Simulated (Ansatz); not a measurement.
# Direct or indirect: InSbSe3 sheet (P3m1)

```
Sb In Se
1.0
     4.05502    0.00000    0.00000
     2.02751    3.51175    0.00000
     0.00000    0.00000   37.04531
Sb In Se
1 1 3
Direct
  0.33333 0.33333 0.25989
  0.66667 0.66667 0.36061
  0.00000 0.00000 0.31098
  0.66667 0.66667 0.21828
  0.33333 0.33333 0.39638
```

Method: Ansatz, PBE, independent particles, without spin-orbit coupling, line width 0.05 eV (Gaussian). The band structure gives a fundamental gap of 0.71 eV. The spectrum of vertical transitions near the edge:

```
E (eV)  absorbance (%), E ∥ xy
  0.24                    0.00
  0.36                    0.00
  0.48                    0.00
  0.60                    0.00
  0.72                    0.00
  0.84                    0.00
  0.96                    0.00
  1.08                    0.00
  1.20                    0.09
  1.32                    6.69
  1.44                    6.63
  1.56                   15.20
  1.68                   19.34
  1.80                   17.05
  1.92                   15.78
  2.04                   14.04
  2.16                   11.31
  2.28                   11.65
  2.40                   20.55
  2.52                   19.29
```

Task: Is the gap direct or indirect, and about where do vertical transitions set in?

Result: Indirect, by the band path, whose least direct gap is 1.23 eV. The curves fit this: they stay near zero above 0.71 eV and rise only from about 1.2 eV, though a forbidden direct transition would look alike. Lines are broadened by 0.05 eV, which spreads the edge, and phonons, which would give weak absorption from the fundamental gap up, are left out.

Cells made by substitution are models, which may or may not match a known phase.

[Logs are printed without paths, hosts, clocks, repeated set-up lines and the standing remarks that a program may print on its own settings, such as how far it seeks lower states.]
